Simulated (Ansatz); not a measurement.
# Arsenene bilayer (AA') in a perpendicular field, part 2 of 3

Aim: how the arsenene bilayer (AA') screens a field along its normal, and what the field does to its bands. A positive field points along +c.

Ansatz 0.2.0; plane-wave DFT, PBE-D3(BJ), Ansatz PAW.

So far. Step 2 (Relaxation): The lattice constant a goes from 3.610 to 3.569 Å.

### 3. Single point, field 0, start network

A sawtooth potential applies the field, turning back in the middle of the vacuum. With the dipole correction the typed value is the field outside the slab. The induced dipole is small, so the SCF threshold is tight.

The cell differs from the one that the last finished run ended in (c 42.600 → 24.641 Å).

File input.yaml:

```yaml
crystal:
  lattice:
    - [3.5689875578, 0.0, 0.0]
    - [-1.7844937789, 3.0908338908, 0.0]
    - [0.0, 0.0, 24.6405589834]
  atoms:
    - { symbol: As, position: [0.6666666667, 0.3333333333, 0.3652514542] }
    - { symbol: As, position: [0.3333333333, 0.6666666667, 0.4220097042] }
    - { symbol: As, position: [0.3333333333, 0.6666666667, 0.5779902958] }
    - { symbol: As, position: [0.6666666667, 0.3333333333, 0.6347485458] }
kpoints:
  mp_grid: { grid: [18, 18, 1] }
  band_path:
    path: [[0, 0, 0], [0.5, 0, 0], [0.33333333, 0.33333333, 0], [0, 0, 0]]
    npoints: 16
hamiltonian:
  xc: pbe
  dispersion: d3bj
scf:
  occupations: { method: fermi_dirac, width: 0.02585 }
  convergence: { dr2_threshold: 1.0e-10 }
efield:
  axis: 3
  dipole_correction: true
  ramp_position: 0.97
  ramp_width: 0.06
  amplitude: 0
output:
  dos: { projected: true, e_range: [-6, 5] }
  write_potential: true
  write_density: true
  volumetric_format: npy
  elf: true
```

Started as:

```
ansatz run input.yaml --threads 4 --pin off --max-ram 8192MiB --backend cpu --events-out ev --progress --plain --runs-dir out
```

Numbers of over 12 decimals in the logs are rounded to 6 here.

Log:

```text
[...]
Crystal: 4 atoms, lattice volume = 271.814 Å³
Basis set: ecut = 420 eV, 5237 PW (Γ)
Bands: 36, of which v1, the nominal top of the filled ones, is band 30 counted from 1 (29 counted from 0)
Symmetry: 6 space group operations
k-points: 37 of 324 (time reversal used)
[...]
SCF iter   1: F=—  HF=-19425.513602 eV  |F-HF|=—  |Δ(HF+E_count)|=         —  Δρ=9.22e-4  dr2=2.90e-3  ethr=1.77e-3  p=0.000 e·Å  D=1.08e-13 V/Å  ΔV_dip=-0.00 eV  dr2_dipole=4.78e-9  V_vac-E_F(+/−)=4.58/4.58 eV  ⟨swp⟩=7.9  Hψ=5764  notcnv=0
efield: sawtooth ramp at fractional position 0.9700 (set: `efield.ramp_position`, or a place that a band, a saddle search or an elastic batch's reference lends), width 0.0600; the density the first Hamiltonian is built on has a dipole p = 0.000 e·Å; the dipole correction subtracts the counter field D = 1.08e-13 V/Å, which shifts the + side's vacuum level by -0.00 eV against the − side's; the planar-averaged density in the ramp window peaks in size at 6.2e-6 e/Å³
[...]
SCF iter   2: F=—  HF=-19425.514023 eV  |F-HF|=—  |Δ(HF+E_count)|=   4.21e-4  Δρ=5.49e-4  dr2=9.14e-4  ethr=4.83e-6  p=-0.000 e·Å  D=-1.78e-5 V/Å  ΔV_dip=0.00 eV  dr2_dipole=2.09e-8  V_vac-E_F(+/−)=4.60/4.60 eV  ⟨swp⟩=2.0  Hψ=2902  notcnv=0  defer=58
[...]
SCF iter  11: F=-19425.514397 eV  HF=-19425.514397 eV  |F-HF|=1.82e-11  |Δ(HF+E_count)|=  3.97e-10  Δρ=4.44e-8  dr2=9.11e-12  ethr=1.00e-12  p=-0.000 e·Å  D=-1.97e-7 V/Å  ΔV_dip=0.00 eV  dr2_dipole=1.78e-12  V_vac-E_F(+/−)=4.62/4.62 eV  ⟨swp⟩=7.8  Hψ=3662  notcnv=0
SCF 1 converged in 11 iterations: F = -19425.514397 eV  dr2 = 9.11e-12
[...]
NSCF: frozen V_eff on 49 k-points
efield: sawtooth ramp at fractional position 0.9700 (kept from the solve that this one continues, or follows in the run), width 0.0600; the density the first Hamiltonian is built on has a dipole p = -0.000 e·Å; the dipole correction subtracts the counter field D = -1.97e-7 V/Å, which shifts the + side's vacuum level by +0.00 eV against the − side's; the planar-averaged density in the ramp window peaks in size at 8.3e-8 e/Å³
[...]
SCF converged after 11 iterations
Free energy (F): -19425.514397 eV
[...]
Internal energy: -19425.514397 eV  (E = F + TS)
E sigma→0 (E₀):  -19425.514397 eV
Fermi energy:    0.169087 eV
Dipole field:    D = 0.000001 V/Å  (p = 0.000002 e·Å, saw-weighted, corrected)
Work function:   Φ+ = 4.6224 eV   Φ− = 4.6224 eV
Levels:          The Fermi level and band energies are counted from a zero that moves with the ramp; work functions are not
[...]
--- Band table (eV; the first three rows and the last of 37) ---
  k-point 0: bands = [... 26 lower, -0.4958, -0.4958, -0.4661, -0.4661, 1.4513, 1.8617, 2.9891, 2.9891, ... 2 higher]
  k-point 1: bands = [... 26 lower, -0.9605, -0.6022, -0.5965, -0.5666, 1.8477, 2.2164, 2.8857, 2.9913, ... 2 higher]
  k-point 2: bands = [... 26 lower, -1.5684, -0.8543, -0.8240, -0.5733, 2.0678, 2.2950, 3.0355, 3.3314, ... 2 higher]
  k-point 36: bands = [... 26 lower, -2.9328, -2.6632, -2.5483, -2.3171, 1.1469, 1.5710, 3.6095, 3.6186, ... 2 higher]
```

Run time: 15 s. Hardware: 4 threads of Intel Xeon at 2.70GHz, shared host; peak memory 0.79 GiB; 56 s of CPU time.

Reading the cycles: dr2 is the Hartree energy of the density residual (eV), the measure of convergence; HF is the Harris–Foulkes estimate of the energy, which meets the free energy F at convergence.

Numbers from this step:

- gap on the k-mesh: 1.271 eV
- dipole along the normal: 2.02e-6 e·Å
- gap along the path: 1.274 eV
- smallest direct gap along the path: 1.662 eV
- ionisation energy, upper face: 5.258 eV
- electron affinity, upper face: 3.984 eV
- gap, the smaller of path and mesh: 1.271 eV

Running mean over a fixed 2.6 Å (it still follows the layers) of the planar mean; the ramp of the sawtooth is left out. Electron's electrostatic potential energy less the Fermi level against z:

| z (Å) | electron's electrostatic potential energy less the Fermi level (eV) |
| --- | --- |
| 3.5 | 4.62 |
| 4.0 | 4.62 |
| 4.5 | 4.62 |
| 5.0 | 4.62 |
| 5.5 | 4.61 |
| 6.0 | 4.56 |
| 6.5 | 4.40 |
| 7.0 | 3.75 |
| 7.5 | 2.43 |
| 8.0 | 1.02 |
| 8.5 | -0.912 |
| 9.0 | -2.51 |
| 9.5 | -3.36 |
| 10.0 | -3.26 |
| 10.5 | -2.28 |
| 11.0 | -0.551 |
| 11.5 | 1.19 |
| 12.0 | 2.20 |
| 12.5 | 2.36 |
| 13.0 | 1.53 |
| 13.5 | 0.00866 |
| 14.0 | -1.88 |
| 14.5 | -3.05 |
| 15.0 | -3.44 |
| 15.5 | -2.81 |
| 16.0 | -1.45 |
| 16.5 | 0.535 |
| 17.0 | 2.05 |
| 17.5 | 3.40 |
| 18.0 | 4.29 |
| 18.5 | 4.54 |
| 19.0 | 4.60 |
| 19.5 | 4.62 |
| 20.0 | 4.62 |
| 20.5 | 4.62 |
| 21.0 | 4.62 |
| 21.5 | 4.62 |

The density of states has structure finer than the step of the table below, so its rows give means over 0.25 eV, whole bins alone (the curve runs from -6 to 2.57 eV). Peaks (eV: height): -4.480: 6.41, -4.240: 8.16, -2.530: 5.35, -2.110: 5.40, -1.700: 7.75, -1.590: 7.97, -0.710: 10.6.

Density of states against energy, zero at the Fermi level of the run, which the smearing sets inside the gap; means over each step:

energy (eV), density of states (states/eV a cell) and a bar:
```
    -5.50        0.0 
    -5.25        0.1 #
    -5.00        0.9 ######
    -4.75        1.1 #######
    -4.50        4.2 #############################
    -4.25        4.4 ##############################
    -4.00        1.9 #############
    -3.75        1.7 ############
    -3.50        2.6 ##################
    -3.25        2.8 ###################
    -3.00        2.4 ################
    -2.75        2.5 #################
    -2.50        3.6 ########################
    -2.25        3.0 #####################
    -2.00        3.7 #########################
    -1.75        3.9 ##########################
    -1.50        3.4 #######################
    -1.25        1.6 ###########
    -1.00        1.6 ###########
    -0.75        2.7 ##################
    -0.50        0.0 
    -0.25        0.0 
     0.00        0.0 
     0.25        0.0 
     0.50        0.0 
     0.75        0.6 ####
     1.00        1.2 ########
     1.25        2.2 ###############
     1.50        3.7 #########################
     1.75        3.4 #######################
     2.00        3.2 ######################
     2.25        2.7 ###################
```

Projected DOS per atom over height of the atomic layer and energy from the Fermi level. Layers: As As As As from below.

Ten even steps from '0' (0.00 states/eV) to '9' (0.97 states/eV), each cell a mean:
```
4444
7777
8888
5555
2222
0000
0000
0000
4444
4334
7777
9999
8888
7777
6666
6666
4444
9999
6776
1111
0000
0000
```
Columns: height of the atomic layer (Å) from 9 to 15.6 (not evenly spaced); rows upwards: energy from the Fermi level (eV) from -5.96 to 2.59.

Electronic bands along the path, in eV, zero at the Fermi level of the run, which the smearing sets inside the gap:

| point | band 27 | band 28 | band 29 | band 30 | band 31 | band 32 | band 33 | band 34 |
| --- | --- | --- | --- | --- | --- | --- | --- | --- |
| Γ | -0.66 | -0.66 | -0.64 | -0.64 | 1.28 | 1.69 | 2.82 | 2.82 |
| halfway | -1.86 | -1.82 | -1.59 | -0.82 | 0.86 | 1.26 | 3.49 | 3.70 |
| M | -2.61 | -2.60 | -2.57 | -2.17 | 1.12 | 1.45 | 1.93 | 2.85 |
| halfway | -3.39 | -3.13 | -2.57 | -2.15 | 1.61 | 2.14 | 2.76 | 3.11 |
| K | -3.10 | -2.83 | -2.72 | -2.49 | 0.98 | 1.40 | 3.44 | 3.45 |
| halfway | -3.01 | -2.97 | -1.53 | -0.82 | 1.83 | 2.37 | 2.70 | 2.95 |
| Γ | -0.66 | -0.66 | -0.64 | -0.64 | 1.28 | 1.69 | 2.82 | 2.82 |

Electrostatic potential energy in the ca plane at fractional y = 0.333, with atoms of As within 0.2 Å of it. With pseudopotentials it is smooth inside the atoms' cores, unlike the true potential.

Ten even steps from '0' (-16 eV) to '9' (5 eV), each cell a mean:
```
99999999986212577889999998776311479999999999
99999999971252058899999999872044048999999999
99999999850898148999999999860499328999999999
99999999960696048999999999871298238999999999
99999999973000268899999998874000168999999999
99999999997545667789999988766645689999999999
99999999999887754678999986556788899999999999
99999999999888653578999986446788999999999999
99999999998777766689999987666777899999999999
```
Columns run along c (16.0 Å, from fractional 0.19 to 0.84 of the cell; values clipped at the 3rd and 97th percentile), rows up along a (3.6 Å). Atoms in or near the plane, at fractional coordinates: As at (0.37, 0.67), As at (0.63, 0.67).

Valence density in the ca plane at fractional y = 0.333, with atoms of As within 0.2 Å of it. It is the smooth field of the valence electrons, not physical close to the nuclei.

Values in e/Å³, 5 rows by 16 columns, each cell a mean:
```
 0  0  0  0  2  0  0  0  0  0  1  2  0  0  0  0
 0  0  0  1 16  1  0  0  0  0  3 14  0  0  0  0
 0  0  0  0  3  0  0  0  0  0  1  2  0  0  0  0
 0  0  0  0  0  0  0  0  0  0  0  0  0  0  0  0
 0  0  0  0  0  0  0  0  0  0  0  0  0  0  0  0
```
Columns run along c (16.0 Å, from fractional 0.19 to 0.84 of the cell), rows up along a (3.6 Å). Atoms in or near the plane, at fractional coordinates: As at (0.37, 0.67), As at (0.63, 0.67).

ELF in the ca plane at fractional y = 0.333, with atoms of As within 0.2 Å of it. It is the smooth field of the valence electrons, not physical close to the nuclei.

Values, 5 rows by 16 columns, each cell a mean:
```
0.00 0.05 0.44 0.79 0.58 0.54 0.27 0.05 0.09 0.32 0.56 0.62 0.77 0.33 0.03 0.00
0.00 0.11 0.66 0.84 0.31 0.42 0.10 0.01 0.01 0.16 0.39 0.42 0.87 0.54 0.06 0.00
0.00 0.05 0.46 0.79 0.57 0.53 0.25 0.05 0.08 0.31 0.55 0.61 0.78 0.35 0.03 0.00
0.00 0.01 0.06 0.25 0.38 0.53 0.60 0.22 0.33 0.59 0.52 0.35 0.21 0.04 0.00 0.00
0.00 0.00 0.05 0.21 0.36 0.53 0.62 0.22 0.35 0.60 0.51 0.32 0.17 0.03 0.00 0.00
```
Columns run along c (16.0 Å, from fractional 0.19 to 0.84 of the cell), rows up along a (3.6 Å). Atoms in or near the plane, at fractional coordinates: As at (0.37, 0.67), As at (0.63, 0.67).

The gap is 1.27 eV, with the valence edge 5.26 eV and the conduction edge 3.98 eV under the upper vacuum level.

### 4. Atoms held, field 0.05 V/Å

Changes to input.yaml since step 3:

```diff
@@ -26,5 +26,4 @@
   ramp_width: 0.06
-  amplitude: 0
+  amplitude: 0.05
 output:
-  dos: { projected: true, e_range: [-6, 5] }
   write_potential: true
@@ -32,2 +31 @@
   volumetric_format: npy
-  elf: true
```

Log:

```text
[...]
Crystal: 4 atoms, lattice volume = 271.814 Å³
Basis set: ecut = 420 eV, 5237 PW (Γ)
Bands: 36, of which v1, the nominal top of the filled ones, is band 30 counted from 1 (29 counted from 0)
Symmetry: 6 space group operations
k-points: 37 of 324 (time reversal used)
[...]
k-point 0: bands = [... 26 lower, -0.5123, -0.5123, -0.4499, -0.4499, 1.4492, 1.8635, 2.9797, 2.9797, ... 2 higher]
  k-point 1: bands = [... 26 lower, -0.9412, -0.6130, -0.6017, -0.5504, 1.8453, 2.2184, 2.8787, 2.9980, ... 2 higher]
  k-point 2: bands = [... 26 lower, -1.5683, -0.8707, -0.8079, -0.5727, 2.0642, 2.2982, 3.0322, 3.3235, ... 2 higher]
  k-point 36: bands = [... 26 lower, -2.9340, -2.6706, -2.5412, -2.3161, 1.1449, 1.5727, 3.6084, 3.6175, ... 2 higher]
[key lines of the parts left out:]
SCF converged after 12 iterations
Free energy (F): -19425.515020 eV
Fermi energy:    0.171345 eV
Dipole field:    D = 0.016598 V/Å  (p = 0.024932 e·Å, saw-weighted, corrected)
```

The job ended after 15 s (4 threads; peak memory 0.76 GiB; 58 s of CPU time).

The dipole is 0.0249 e·Å, and the gap 1.253 eV.

### 5. Single point, field -0.05 V/Å

Changes to input.yaml since step 4:

```diff
@@ -26,3 +26,3 @@
   ramp_width: 0.06
-  amplitude: 0.05
+  amplitude: -0.05
 output:
```

Log:

```text
[...]
Crystal: 4 atoms, lattice volume = 271.814 Å³
Basis set: ecut = 420 eV, 5237 PW (Γ)
Bands: 36, of which v1, the nominal top of the filled ones, is band 30 counted from 1 (29 counted from 0)
Symmetry: 6 space group operations
k-points: 37 of 324 (time reversal used)
[...]
k-point 0: bands = [... 26 lower, -0.5123, -0.5123, -0.4499, -0.4499, 1.4492, 1.8635, 2.9797, 2.9797, ... 2 higher]
  k-point 1: bands = [... 26 lower, -0.9412, -0.6130, -0.6017, -0.5504, 1.8453, 2.2184, 2.8787, 2.9980, ... 2 higher]
  k-point 2: bands = [... 26 lower, -1.5683, -0.8707, -0.8079, -0.5727, 2.0642, 2.2982, 3.0322, 3.3235, ... 2 higher]
  k-point 36: bands = [... 26 lower, -2.9340, -2.6706, -2.5412, -2.3161, 1.1449, 1.5727, 3.6084, 3.6175, ... 2 higher]
[key lines of the parts left out:]
SCF converged after 12 iterations
Free energy (F): -19425.515020 eV
Fermi energy:    0.171345 eV
Dipole field:    D = -0.016598 V/Å  (p = -0.024932 e·Å, saw-weighted, corrected)
```

Wall time 15 s (4 threads); peak memory 0.76 GiB.

The dipole is -0.0249 e·Å, and the gap 1.253 eV.

### 6. Single point, field 0.1 V/Å

Changes to input.yaml since step 5:

```diff
@@ -24,5 +24,5 @@
   dipole_correction: true
-  ramp_position: 0.97
-  ramp_width: 0.06
-  amplitude: -0.05
+  ramp_position: 0.955
+  ramp_width: 0.0901
+  amplitude: 0.1
 output:
```

Log:

```text
[...]
Crystal: 4 atoms, lattice volume = 271.814 Å³
Basis set: ecut = 420 eV, 5237 PW (Γ)
Bands: 36, of which v1, the nominal top of the filled ones, is band 30 counted from 1 (29 counted from 0)
Symmetry: 6 space group operations
k-points: 37 of 324 (time reversal used)
[...]
k-point 0: bands = [... 26 lower, -0.5385, -0.5385, -0.4248, -0.4248, 1.4430, 1.8685, 2.9588, 2.9588, ... 2 higher]
  k-point 1: bands = [... 26 lower, -0.9146, -0.6392, -0.6003, -0.5254, 1.8381, 2.2242, 2.8611, 3.0144, ... 2 higher]
  k-point 2: bands = [... 26 lower, -1.5680, -0.8968, -0.7829, -0.5710, 2.0538, 2.3071, 3.0223, 3.3045, ... 2 higher]
  k-point 36: bands = [... 26 lower, -2.9378, -2.6893, -2.5236, -2.3135, 1.1389, 1.5775, 3.6051, 3.6139, ... 2 higher]
[key lines of the parts left out:]
SCF converged after 12 iterations
Free energy (F): -19425.516890 eV
Fermi energy:    0.176898 eV
Dipole field:    D = 0.033201 V/Å  (p = 0.049872 e·Å, saw-weighted, corrected)
```

Elapsed: 16 s, on 4 threads; peak memory 0.77 GiB; 59 s of CPU time.

The dipole is 0.0499 e·Å, and the gap 1.223 eV.

### 7. Single point, field -0.1 V/Å

Changes to input.yaml since step 6:

```diff
@@ -26,3 +26,3 @@
   ramp_width: 0.0901
-  amplitude: 0.1
+  amplitude: -0.1
 output:
```

Log:

```text
[...]
Crystal: 4 atoms, lattice volume = 271.814 Å³
Basis set: ecut = 420 eV, 5237 PW (Γ)
Bands: 36, of which v1, the nominal top of the filled ones, is band 30 counted from 1 (29 counted from 0)
Symmetry: 6 space group operations
k-points: 37 of 324 (time reversal used)
[...]
k-point 0: bands = [... 26 lower, -0.5384, -0.5384, -0.4246, -0.4246, 1.4432, 1.8686, 2.9590, 2.9590, ... 2 higher]
  k-point 1: bands = [... 26 lower, -0.9144, -0.6390, -0.6002, -0.5252, 1.8383, 2.2243, 2.8613, 3.0146, ... 2 higher]
  k-point 2: bands = [... 26 lower, -1.5679, -0.8967, -0.7827, -0.5709, 2.0539, 2.3073, 3.0225, 3.3047, ... 2 higher]
  k-point 36: bands = [... 26 lower, -2.9376, -2.6891, -2.5235, -2.3133, 1.1390, 1.5777, 3.6052, 3.6141, ... 2 higher]
[key lines of the parts left out:]
SCF converged after 12 iterations
Free energy (F): -19425.516890 eV
Fermi energy:    0.177062 eV
Dipole field:    D = -0.033201 V/Å  (p = -0.049872 e·Å, saw-weighted, corrected)
```

The job ended after 17 s (4 threads; peak memory 0.76 GiB; 64 s of CPU time).

The dipole is -0.0499 e·Å, and the gap 1.223 eV.

### 8. Atoms held, field 0.2 V/Å

Changes to input.yaml since step 7:

```diff
@@ -26,3 +26,3 @@
   ramp_width: 0.0901
-  amplitude: -0.1
+  amplitude: 0.2
 output:
```

Log:

```text
[...]
Crystal: 4 atoms, lattice volume = 271.814 Å³
Basis set: ecut = 420 eV, 5237 PW (Γ)
Bands: 36, of which v1, the nominal top of the filled ones, is band 30 counted from 1 (29 counted from 0)
Symmetry: 6 space group operations
k-points: 37 of 324 (time reversal used)
[...]
k-point 0: bands = [... 26 lower, -0.5942, -0.5942, -0.3731, -0.3731, 1.4198, 1.8873, 2.9071, 2.9071, ... 2 higher]
  k-point 1: bands = [... 26 lower, -0.8609, -0.6949, -0.5947, -0.4736, 1.8117, 2.2453, 2.8126, 3.0085, ... 2 higher]
  k-point 2: bands = [... 26 lower, -1.5657, -0.9525, -0.7312, -0.5643, 2.0182, 2.3371, 2.9863, 3.2548, ... 2 higher]
  k-point 36: bands = [... 26 lower, -2.9523, -2.7406, -2.4761, -2.3029, 1.1164, 1.5960, 3.5922, 3.6002, ... 2 higher]
[key lines of the parts left out:]
SCF converged after 12 iterations
Free energy (F): -19425.524373 eV
Fermi energy:    0.190443 eV
Dipole field:    D = 0.066434 V/Å  (p = 0.099793 e·Å, saw-weighted, corrected)
```

Run time: 18 s. Hardware: 4 threads; peak memory 0.76 GiB; 68 s of CPU time.

The dipole is 0.0998 e·Å, and the gap 1.154 eV.

### 9. Single point, field -0.2 V/Å

Changes to input.yaml since step 8:

```diff
@@ -26,3 +26,3 @@
   ramp_width: 0.0901
-  amplitude: 0.2
+  amplitude: -0.2
 output:
```

Log:

```text
[...]
Crystal: 4 atoms, lattice volume = 271.814 Å³
Basis set: ecut = 420 eV, 5237 PW (Γ)
Bands: 36, of which v1, the nominal top of the filled ones, is band 30 counted from 1 (29 counted from 0)
Symmetry: 6 space group operations
k-points: 37 of 324 (time reversal used)
[...]
k-point 0: bands = [... 26 lower, -0.5939, -0.5939, -0.3727, -0.3727, 1.4202, 1.8877, 2.9074, 2.9074, ... 2 higher]
  k-point 1: bands = [... 26 lower, -0.8605, -0.6945, -0.5944, -0.4733, 1.8120, 2.2457, 2.8129, 3.0088, ... 2 higher]
  k-point 2: bands = [... 26 lower, -1.5653, -0.9522, -0.7309, -0.5639, 2.0186, 2.3374, 2.9866, 3.2551, ... 2 higher]
  k-point 36: bands = [... 26 lower, -2.9520, -2.7403, -2.4758, -2.3026, 1.1167, 1.5963, 3.5925, 3.6005, ... 2 higher]
[key lines of the parts left out:]
SCF converged after 12 iterations
Free energy (F): -19425.524373 eV
Fermi energy:    0.190772 eV
Dipole field:    D = -0.066434 V/Å  (p = -0.099793 e·Å, saw-weighted, corrected)
```

Elapsed: 18 s, on 4 threads; peak memory 0.76 GiB.

The dipole is -0.0998 e·Å, and the gap 1.154 eV.

### 10. Single point, field 0.3 V/Å

Changes to input.yaml since step 9:

```diff
@@ -24,5 +24,5 @@
   dipole_correction: true
-  ramp_position: 0.955
-  ramp_width: 0.0901
-  amplitude: -0.2
+  ramp_position: 0.952
+  ramp_width: 0.0959
+  amplitude: 0.3
 output:
```

Log:

```text
[...]
Crystal: 4 atoms, lattice volume = 271.814 Å³
Basis set: ecut = 420 eV, 5237 PW (Γ)
Bands: 36, of which v1, the nominal top of the filled ones, is band 30 counted from 1 (29 counted from 0)
Symmetry: 6 space group operations
k-points: 37 of 324 (time reversal used)
[...]
k-point 0: bands = [... 26 lower, -0.6509, -0.6447, -0.3220, -0.3220, 1.3856, 1.9154, 2.8519, 2.8519, ... 2 higher]
  k-point 1: bands = [... 26 lower, -0.8079, -0.7515, -0.5852, -0.4226, 1.7731, 2.2759, 2.7577, 2.9534, ... 2 higher]
  k-point 2: bands = [... 26 lower, -1.5576, -1.0092, -0.6801, -0.5530, 1.9712, 2.3755, 2.9313, 3.2004, ... 2 higher]
  k-point 36: bands = [... 26 lower, -2.9748, -2.7982, -2.4239, -2.2861, 1.0832, 1.6235, 3.5719, 3.5786, ... 2 higher]
[key lines of the parts left out:]
SCF converged after 12 iterations
Free energy (F): -19425.536853 eV
Fermi energy:    0.201421 eV
Dipole field:    D = 0.099740 V/Å  (p = 0.149823 e·Å, saw-weighted, corrected)
```

Run time: 19 s. Hardware: 4 threads; peak memory 0.76 GiB.

The dipole is 0.150 e·Å, and the gap 1.075 eV.

(Part 2 of 3 ends here.)

[Logs are printed without paths, hosts, clocks, repeated set-up lines and the standing remarks that a program may print on its own settings, such as how far it seeks lower states.]

[Hosts, paths, dates, database ids (printed as entryN), source tags and the programs' standing remarks are cut or masked in the printed files.]

[Maps of the electrostatic potential energy from Ansatz leave out the sawtooth potential of an applied field or a dipole correction, so their vacuum need not be flat; planar profiles and work functions include it.]

[The density of states shown here was stored with 400 of the rows of the run's finer table, so its peaks can read low, often by over a quarter, or be missed, and its means over a window can be off by a tenth or more.]
